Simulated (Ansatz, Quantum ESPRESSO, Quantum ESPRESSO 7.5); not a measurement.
# Band edges of Y2CF2 MXene, 1 layer under strain

Wanted: deformation of the bands of Y2CF2 MXene, 1 layer, driven from Python.

Calculated with Quantum ESPRESSO 7.5; plane-wave DFT, PBE, GBRV ultrasoft pseudopotentials (geometry by Ansatz 0.2.0 with PAW datasets; geometry under PBE).

**1. The structure**

The cell holds 5 atoms: 2 F, 2 Y and 1 C. Cell: a = 3.478 Å, b = 3.478 Å, c = 19.905 Å, α = 90.0°, β = 90.0°, γ = 120.0°. It derives from Y2CF2. Vacuum lies along c.

**2. Geometry from Ansatz**

A relaxation in Ansatz fixes the structure of this slab for the runs on it.

File input.yaml:

```yaml
crystal:
  lattice:
    - [3.47776, 0.0, 0.0]
    - [-1.73888, 3.0118285083, 0.0]
    - [0.0, 0.0, 19.9048287096]
  atoms:
    - { symbol: F, position: [0.3333333333, 0.6666666667, 0.3767929938] }
    - { symbol: "Y", position: [0.6666666667, 0.3333333333, 0.4310603743] }
    - { symbol: C, position: [0.0, 0.0, 0.5] }
    - { symbol: "Y", position: [0.3333333333, 0.6666666667, 0.5689396257] }
    - { symbol: F, position: [0.6666666667, 0.3333333333, 0.6232070062] }
kpoints:
  mp_grid: { grid: [12, 12, 1] }
hamiltonian:
  xc: pbe
scf:
  occupations: { method: fermi_dirac, width: 0.05 }
  convergence: { dr2_threshold: 1.0e-08 }
efield:
  axis: 3
  dipole_correction: true
  ramp_position: 0.97
  ramp_width: 0.04
relax:
  f_tol: 0.01
  cell: { fix: [c, alpha, beta] }
output:
  write_potential: true
  write_density: true
  volumetric_format: npy
```

On the command line:

```console
ansatz run input.yaml --threads 4 --pin off --max-ram 8192MiB --backend cpu --events-out ev --progress --plain --runs-dir out
```

Numbers of over 12 decimals in the logs are rounded to 6 here.

Log:

```text
Warning: relax.cell: scf.convergence.dr2_threshold = 1e-8 eV is looser than the 5e-10 eV advised for a relaxation that steers and ends on the stress (1e-10 eV for each atom of the cell: 5). What an SCF threshold leaves in a stress goes as its square root, and in the free energy as the threshold itself, and one threshold admits the most on a small cell: [figures from the program's tests cut] Set scf.convergence.dr2_threshold to 5e-10 eV or tighter. The threshold is an SCF's pass mark: one that does not reach it within its budget of iterations ends unconverged, or closes short of it on a stop that the run arms, and scf.convergence.dr2_threshold's page says what that costs each kind of run
Engine: ansatz 0.2.0, aarch64-unknown-linux-gnu
Pseudopotentials: kind: paw
Pseudopotential: F, paw, valence charge 7, recommended cutoff 420 eV (normal), F.paw.azcp
Pseudopotential: Y, paw, valence charge 11, recommended cutoff 420 eV (normal), Y.paw.azcp
Pseudopotential: C, paw, valence charge 4, recommended cutoff 420 eV (normal), C.paw.azcp
Functional definition: PBE
  parameter kappa = 0.804
  parameter beta = 0.066725
  exchange = pbe_x(kappa = kappa, mu = beta*pi^2/3)
  correlation = pbe_c(beta = beta)
Crystal: 5 atoms, lattice volume = 208.491 Å³
Basis set: ecut = 420 eV, 4069 PW (Γ), exchange–correlation on 48×48×270 points (8 copies of the dense FFT grid, shifted against one another)
Bands: 25, of which v1, the nominal top of the filled ones, is band 20 counted from 1 (19 counted from 0)
Symmetry: 6 space group operations
k-points: 19 of 144 (time reversal used)
Non-local potential: F, projectors of the file, l = 0: 2, l = 1: 2, l = 2: 1
Non-local potential: Y, projectors of the file, l = 0: 3, l = 1: 2, l = 2: 2, l = 3: 1
Non-local potential: C, projectors of the file, l = 0: 2, l = 1: 2, l = 2: 1
PAW form: soft (Blöchl's): semilocal exchange-correlation on the pseudo side does not see the compensation charge
PAW one-centre angular grid: F, 110 points (default); XC on 64 Gauss nodes
PAW one-centre angular grid: Y, 590 points (default); XC on 64 Gauss nodes
PAW one-centre angular grid: C, 110 points (default); XC on 64 Gauss nodes
Initial density: superposition of atomic densities (neutral atoms: chi_scale 0, normalization atom), corrected by the library's trained network
Initial wavefunctions: pseudopotential atomic-orbital guess
Functional: x = pbe(κ = 0.804, μ = 0.219515), c = pbe(β = 0.066725)
SCF iter   1: F=—  HF=-9571.215356 eV  |F-HF|=—  |Δ(HF+E_count)|=         —  Δρ=3.25e-3  dr2=2.60e-2  ethr=1.77e-3  p=-0.000 e·Å  D=-3.20e-4 V/Å  ΔV_dip=0.01 eV  dr2_dipole=4.20e-7  V_vac-E_F(+/−)=2.59/2.58 eV  ⟨swp⟩=6.7  Hψ=2463  notcnv=0
efield: sawtooth ramp at fractional position 0.9700 (set: `efield.ramp_position`, or a place that a band, a saddle search or an elastic batch's reference lends), width 0.0400; the density the first Hamiltonian is built on has a dipole p = -0.000 e·Å; the dipole correction subtracts the counter field D = -3.20e-4 V/Å, which shifts the + side's vacuum level by +0.01 eV against the − side's; the planar-averaged density in the ramp window peaks in size at 6.6e-5 e/Å³
preconditioner: auto → none  [insulator: Δε(μ)=0.956 eV  Ē_g=16.359 eV  σ=0.050 eV  W_gap=1.00  n_scr=12 (ndim 8)  ℏωp=15.4 eV  f_vac=0.637  D(μ)=0.00/eV (n_scr^D=0)  ε∞_Penn≈1.9]
SCF iter   2: F=—  HF=-9571.214417 eV  |F-HF|=—  |Δ(HF+E_count)|=   9.40e-4  Δρ=2.33e-3  dr2=2.22e-2  ethr=6.49e-5  p=0.000 e·Å  D=1.07e-4 V/Å  ΔV_dip=-0.00 eV  dr2_dipole=1.52e-6  V_vac-E_F(+/−)=2.93/2.93 eV  ⟨swp⟩=2.7  Hψ=990  notcnv=0  defer=11
SCF iter   3: F=—  HF=-9571.210514 eV  |F-HF|=—  |Δ(HF+E_count)|=   3.90e-3  Δρ=1.12e-3  dr2=2.24e-3  ethr=5.54e-5  p=-0.000 e·Å  D=-3.34e-4 V/Å  ΔV_dip=0.01 eV  dr2_dipole=3.00e-6  V_vac-E_F(+/−)=2.83/2.82 eV  ⟨swp⟩=2.0  Hψ=733  notcnv=0  defer=11
SCF iter   4: F=—  HF=-9571.210288 eV  |F-HF|=—  |Δ(HF+E_count)|=   2.27e-4  Δρ=4.34e-4  dr2=3.94e-4  ethr=5.61e-6  p=0.001 e·Å  D=9.21e-4 V/Å  ΔV_dip=-0.02 eV  dr2_dipole=3.93e-5  V_vac-E_F(+/−)=2.90/2.92 eV  ⟨swp⟩=2.0  Hψ=668  notcnv=0  defer=11
SCF iter   5: F=—  HF=-9571.210326 eV  |F-HF|=—  |Δ(HF+E_count)|=   3.88e-5  Δρ=1.78e-4  dr2=5.23e-4  ethr=9.85e-7  p=-0.002 e·Å  D=-1.75e-3 V/Å  ΔV_dip=0.03 eV  dr2_dipole=1.34e-4  V_vac-E_F(+/−)=2.96/2.92 eV  ⟨swp⟩=2.2  Hψ=665  notcnv=0  defer=11
SCF iter   6: F=—  HF=-9571.210264 eV  |F-HF|=—  |Δ(HF+E_count)|=   6.22e-5  Δρ=7.85e-5  dr2=1.31e-5  ethr=9.85e-7  p=-0.000 e·Å  D=-1.67e-4 V/Å  ΔV_dip=0.00 eV  dr2_dipole=1.18e-6  V_vac-E_F(+/−)=2.95/2.94 eV  ⟨swp⟩=2.0  Hψ=521  notcnv=0  defer=11
SCF iter   7: F=—  HF=-9571.210330 eV  |F-HF|=—  |Δ(HF+E_count)|=   6.58e-5  Δρ=3.01e-5  dr2=1.59e-6  ethr=3.27e-8  p=-0.000 e·Å  D=-4.39e-5 V/Å  ΔV_dip=0.00 eV  dr2_dipole=7.77e-8  V_vac-E_F(+/−)=2.95/2.95 eV  ⟨swp⟩=2.7  Hψ=733  notcnv=0  defer=11
SCF iter   8: F=—  HF=-9571.210421 eV  |F-HF|=—  |Δ(HF+E_count)|=   9.06e-5  Δρ=7.97e-6  dr2=7.57e-8  ethr=3.97e-9  p=-0.000 e·Å  D=-7.33e-6 V/Å  ΔV_dip=0.00 eV  dr2_dipole=1.62e-9  V_vac-E_F(+/−)=2.96/2.96 eV  ⟨swp⟩=2.6  Hψ=750  notcnv=0  defer=11
SCF iter   9: F=—  HF=-9571.210422 eV  |F-HF|=—  |Δ(HF+E_count)|=   1.64e-6  Δρ=2.89e-6  dr2=1.03e-8  ethr=1.89e-10  p=0.000 e·Å  D=1.92e-6 V/Å  ΔV_dip=-0.00 eV  dr2_dipole=2.42e-11  V_vac-E_F(+/−)=2.96/2.96 eV  ⟨swp⟩=3.2  Hψ=929  notcnv=0  defer=11
SCF iter  10: F=-9571.210422 eV  HF=-9571.210422 eV  |F-HF|=1.24e-9  |Δ(HF+E_count)|=   5.01e-9  Δρ=1.32e-6  dr2=2.20e-9  ethr=2.50e-11  p=-0.000 e·Å  D=-1.90e-8 V/Å  ΔV_dip=0.00 eV  dr2_dipole=3.01e-12  V_vac-E_F(+/−)=2.96/2.96 eV  ⟨swp⟩=9.1  Hψ=3072  notcnv=0
SCF 1 converged in 10 iterations: F = -9571.210422 eV  dr2 = 2.20e-9
  greatest PAW one-centre occupation: 0.993 electrons in one spin orbital (limit 2), on the Y atom at site 3 (counted from 0), in its partial waves of l = 0
relax step   1: F+E_penalty+E_count = -9571.21042230 eV  Δ(F+E_penalty+E_count) = +0.000e0 eV  max|allowed force component| = 9.987e-1 eV/Å  Δτ_max = 0.0000 Å  P = +3.655 GPa  Ω = 208.491 Å³  fix = [c, alpha, beta]  reactions: c +2.431 GPa  (10 SCF iters, accepted)
Crystal: 5 atoms, lattice volume = 222.693 Å³
Basis set: ecut = 420 eV, 4279 PW (Γ), exchange–correlation on 48×48×270 points (8 copies of the dense FFT grid, shifted against one another)
Initial density: handed on by an earlier stage of this run
Initial wavefunctions: those handed on with the density
iter 1 solved again at ethr=1.22e-3 eV; its pass at ethr=3.10e-3 eV (dr2=4.87e-1 eV) is discarded
[...]
SCF 3 converged in 9 iterations: F = -9571.365663 eV  dr2 = 5.70e-9
relax step   3: F+E_penalty+E_count = -9571.36566292 eV  Δ(F+E_penalty+E_count) = +3.616e-2 eV  max|allowed force component| = 9.020e-1 eV/Å  Δτ_max = 0.0980 Å  P = +0.154 GPa  Ω = 224.261 Å³  energy of the carried Pulay correction = -1.267e-2 eV  fix = [c, alpha, beta]  (9 SCF iters, rejected (line search))
[...]
relax step   4: F+E_penalty+E_count = -9571.42913637 eV  Δ(F+E_penalty+E_count) = -2.731e-2 eV  max|allowed force component| = 2.871e-2 eV/Å  Δτ_max = 0.0270 Å  P = -0.096 GPa  Ω = 219.821 Å³  energy of the carried Pulay correction = -9.200e-3 eV  fix = [c, alpha, beta]  reactions: c -0.131 GPa  (9 SCF iters, accepted)
[...]
relax step   5: F+E_penalty+E_count = -9571.42948138 eV  Δ(F+E_penalty+E_count) = -3.450e-4 eV  max|allowed force component| = 9.599e-4 eV/Å  Δτ_max = 0.0013 Å  P = -0.020 GPa  Ω = 219.518 Å³  energy of the carried Pulay correction = -8.960e-3 eV  fix = [c, alpha, beta]  reactions: c -0.067 GPa  (7 SCF iters, accepted)
[...]
relax step   6: F+E_penalty+E_count = -9571.44264523 eV  Δ(F+E_penalty+E_count) = -1.316e-2 eV  max|allowed force component| = 1.109e-3 eV/Å  Δτ_max = 0.0000 Å  P = +0.096 GPa  Ω = 219.518 Å³  fix = [c, alpha, beta]  reactions: c +0.004 GPa  stress off target by 1.41e-1 GPa on what of the cell is left free  SCF on the basis re-selected at this cell (its energy is not comparable with the rows above)  (6 SCF iters)
[...]
relax step   7: F+E_penalty+E_count = -9571.44244718 eV  Δ(F+E_penalty+E_count) = +1.980e-4 eV  max|allowed force component| = 1.083e-3 eV/Å  Δτ_max = 0.0025 Å  P = +0.006 GPa  Ω = 220.116 Å³  energy of the carried Pulay correction = -4.809e-4 eV  fix = [c, alpha, beta]  reactions: c -0.004 GPa  (7 SCF iters, accepted)
iter 1 solved again at ethr=5.08e-8 eV; its pass at ethr=3.10e-3 eV (dr2=2.03e-5 eV) is discarded
SCF iter   1: F=—  HF=-9571.442852 eV  |F-HF|=—  |Δ(HF+E_count)|=         —  Δρ=1.54e-5  dr2=7.65e-8  ethr=5.08e-8  p=0.000 e·Å  D=4.76e-6 V/Å  ΔV_dip=-0.00 eV  dr2_dipole=9.06e-11  V_vac-E_F(+/−)=3.68/3.68 eV  ⟨swp⟩=4.2  Hψ=3914  notcnv=0
efield: sawtooth ramp at fractional position 0.9700 (set: `efield.ramp_position`, or a place that a band, a saddle search or an elastic batch's reference lends), width 0.0400; the density the first Hamiltonian is built on has a dipole p = 0.000 e·Å; the dipole correction subtracts the counter field D = 4.76e-6 V/Å, which shifts the + side's vacuum level by -0.00 eV against the − side's; the planar-averaged density in the ramp window peaks in size at 2.0e-7 e/Å³
preconditioner: auto → Resta (q_TF=auto, 2.053 Å⁻¹)  ε∞=1.9  [insulator: Δε(μ)=1.137 eV  Ē_g=16.154 eV  σ=0.050 eV  W_gap=1.00  n_scr=18 (ndim 8)  ℏωp=15.0 eV  f_vac=0.632  D(μ)=0.00/eV (n_scr^D=0)  ε∞_Penn≈1.9  vacuum switching on, ρ_ref=1.9e-2 e/Å³]
SCF iter   2: F=—  HF=-9571.442913 eV  |F-HF|=—  |Δ(HF+E_count)|=   6.10e-5  Δρ=7.10e-6  dr2=3.76e-8  ethr=1.91e-10  p=0.000 e·Å  D=1.40e-6 V/Å  ΔV_dip=-0.00 eV  dr2_dipole=1.47e-10  V_vac-E_F(+/−)=3.68/3.68 eV  ⟨swp⟩=3.0  Hψ=935  notcnv=0
SCF iter   3: F=-9571.442926 eV  HF=-9571.442920 eV  |F-HF|=5.49e-6  |Δ(HF+E_count)|=   7.34e-6  Δρ=3.89e-6  dr2=4.26e-9  ethr=2.50e-11  p=0.000 e·Å  D=5.15e-6 V/Å  ΔV_dip=-0.00 eV  dr2_dipole=1.64e-10  V_vac-E_F(+/−)=3.68/3.68 eV  ⟨swp⟩=9.7  Hψ=3670  notcnv=0
SCF 8 converged in 3 iterations: F = -9571.442926 eV  dr2 = 4.26e-9
relax step   8: F+E_penalty+E_count = -9571.44292579 eV  Δ(F+E_penalty+E_count) = -4.786e-4 eV  max|allowed force component| = 1.104e-3 eV/Å  Δτ_max = 0.0000 Å  P = +0.008 GPa  Ω = 220.116 Å³  fix = [c, alpha, beta]  reactions: c -0.004 GPa  stress off target by 1.39e-2 GPa on what of the cell is left free  SCF on the basis re-selected at this cell (its energy is not comparable with the rows above)  (3 SCF iters)
basis re-selected at this cell: Δ(F+E_penalty+E_count) = -4.786e-4 eV, ΔP = +0.002 GPa vs the last step (what re-selecting the basis moved, of the pressure what is left beyond the Pulay correction that the steps carried, after the strain that the cell walked since its last selection, with what the two solves' SCF thresholds leave and, on support functions, any second-order correction that the steps lacked; it is no m [...]
WARN: The output density's exchange-correlation potential varies sharply where the density is thin. Do not read a vacuum level from v_tot or v_xc, or from such a field of the output density. On a cell that repeats whose density bears no net charge and no dipole along the vacuum's axis use v_es (v_loc + v_h of the components); under efield.dipole_correction with no amplitude use v_es + v_field, which holds any externa [...]
SCF converged after 3 iterations
Free energy (F): -9571.442926 eV
Harris-Foulkes:  -9571.442920 eV  (|F-HF|=5.49e-6)
Internal energy: -9571.442925 eV  (E = F + TS)
E sigma→0 (E₀):  -9571.442925 eV
Entropy (-TS):   -0.000001 eV (-0.000 meV/atom)
Fermi energy:    1.203078 eV
Dipole field:    D = -0.000011 V/Å  (p = -0.000014 e·Å, saw-weighted, corrected)
Work function:   Φ+ = 3.6826 eV   Φ− = 3.6824 eV
Levels:          The Fermi level and band energies are counted from a zero that moves with the ramp; work functions are not
--- Per-component energies (eV) ---
  E_band       = -585.675775
  E_kinetic    = 1113.246878
  E_local      = -22093.435826  (includes V_loc(G=0)·N_el)
  E_nonlocal   = 272.290022
  E_hartree    = 10516.273612
  E_xc         = -557.388927
  E_vxc        = -666.216566  (∫ρ·V_xc dr)
  E_paw        = -6150.091236  (= ΣΔE_a)
  E_vpaw       = -244.110908  (= ΣTr[D̂ρ^β])
  E_aug_tail   = 0.004129  (compensation charges beyond the density's cutoff)
  E_efield     = 0.000000  (sawtooth field / dipole correction)
  E_vefield    = 0.000090  (∫n·V_field dr)
  E_ewald      = 7327.658423
  E_smearing   = -0.000001  (= −TS)
  E_closure    = 0.000000  (closes the sum)
  Σ components = -9571.442926   (vs F -9571.442926, Δ=0.00e0)
--- Forces (eV/Å), atoms counted from 1 ---
  atom   1  F      0.00000000     0.00000000     0.00025078
  atom   2  Y     -0.00000000     0.00000000     0.00096193
  atom   3  C     -0.00000000     0.00000000     0.00014669
  atom   4  Y      0.00000000    -0.00000000    -0.00109910
  atom   5  F      0.00000000    -0.00000000    -0.00023542
  max |Σ_I F_I| component: 2.49e-5 eV/Å
--- Stress (GPa, compression-positive) ---
        0.013852       0.000000      -0.000000
        0.000000       0.013852      -0.000000
        0.000000      -0.000000      -0.003887
  P = ⅓ Tr σ = 0.0079 GPa (0.079 kbar)
--- Band table (eV; the first three rows and the last of 19) ---
  k-point 0: bands = [... 16 lower, -4.9435, -0.8607, 0.6155, 0.6155, 3.4096, 3.5898, 3.7634, 3.7634, ... 1 higher]
  k-point 1: bands = [... 16 lower, -4.8984, -0.7745, 0.4001, 0.5891, 3.4181, 3.5618, 3.7604, 3.8960, ... 1 higher]
  k-point 2: bands = [... 16 lower, -4.8588, -0.5714, -0.0440, 0.5315, 2.9979, 3.7215, 4.0011, 4.1933, ... 1 higher]
  k-point 18: bands = [... 16 lower, -4.8792, -0.6083, -0.6083, 0.0083, 3.6043, 4.5611, 4.5611, 5.2534, ... 1 higher]
--- Relaxed structure (6 steps of the walk, 5 accepted, 2 SCFs on fresh bases) ---
  F+E_penalty+E_count = -9571.44292579 eV   max|allowed force component| = 1.104e-3 eV/Å   (the final SCF, on the basis selected at the relaxed cell)
  cell:  # Å, volume = 220.1162 Å³
    - [3.573398, 0, 0]
    - [-1.786699, 3.094654, 0]
    - [0, 0, 19.9048287096]
  atoms:
    - { symbol: F, position: [0.333333, 0.666667, 0.372182] }
    - { symbol: Y, position: [0.666667, 0.333333, 0.431057] }
    - { symbol: C, position: [0, 0, 0.500000] }
    - { symbol: Y, position: [0.333333, 0.666667, 0.568943] }
    - { symbol: F, position: [0.666667, 0.333333, 0.627818] }
```

The job ended after 17 s (4 threads of Arm Neoverse V2, shared host; peak memory 0.52 GiB).

The steps of the relaxation:

```
step  energy less that of the first step (eV)  largest force component (eV/Å)  pressure (GPa)  volume (Å³)
   1                                   0.0000                          0.9987            3.65       208.49
   2                                  -0.1914                          0.4705           -1.11       222.69
   3                                  -0.1552                          0.9020            0.15       224.26
   4                                  -0.2187                          0.0287           -0.10       219.82
   5                                  -0.2191                          0.0010           -0.02       219.52
  6*                                  -0.2322                          0.0011            0.10       219.52
   7                                  -0.2320                          0.0011            0.01       220.12
  8*                                  -0.2325                          0.0011            0.01       220.12
```

Relaxation steps marked * repeat the geometry before them on a plane-wave basis chosen anew for their cell, so energy and pressure can jump there. Relaxation step 3 was tried and not accepted.

Forces are held to the 6 operations that the run works with; a distortion that breaks them can't arise in this run.

```csv
cell as run,before,after,change
a (Å),3.478,3.573,+2.7 %
b (Å),3.478,3.573,+2.7 %
```

The atoms that moved most (Å, along periodic axes as changes of fractional coordinates times the final cell, across vacuum about the mean position):

```
atom     dx     dy      dz  length
  F5  0.000  0.000   0.092   0.092
  F1  0.000  0.000  -0.092   0.092
```

The relaxed structure:

```xyz
5
Lattice="3.5734 0.0000 0.0000 -1.7867 3.0947 0.0000 0.0000 0.0000 19.9048" Properties=species:S:1:pos:R:3
F     0.0000    2.0631    7.4082
Y     1.7867    1.0316    8.5801
C     0.0000    0.0000    9.9524
Y     0.0000    2.0631   11.3247
F     1.7867    1.0316   12.4966
```

Numbers from this step:

* free energy: -9571.4429 eV
* Fermi energy: 1.203 eV
* gap by band count: 1.137 eV
* symmetry operations: 6
* dipole along the normal: -1.37e-5 e·Å
* vacuum level at the upper face over a Fermi level inside the gap: 3.683 eV
* vacuum level at the lower face over a Fermi level inside the gap: 3.682 eV

(Continued in part 2 of 2.)

[Logs are printed without paths, hosts, clocks, repeated set-up lines and the standing remarks that a program may print on its own settings, such as how far it seeks lower states.]

[Hosts, paths, dates, database ids (printed as entryN), source tags and the programs' standing remarks are cut or masked in the printed files.]

[Maps of the electrostatic potential energy from Ansatz leave out the sawtooth potential of an applied field or a dipole correction, so their vacuum need not be flat; planar profiles and work functions include it.]
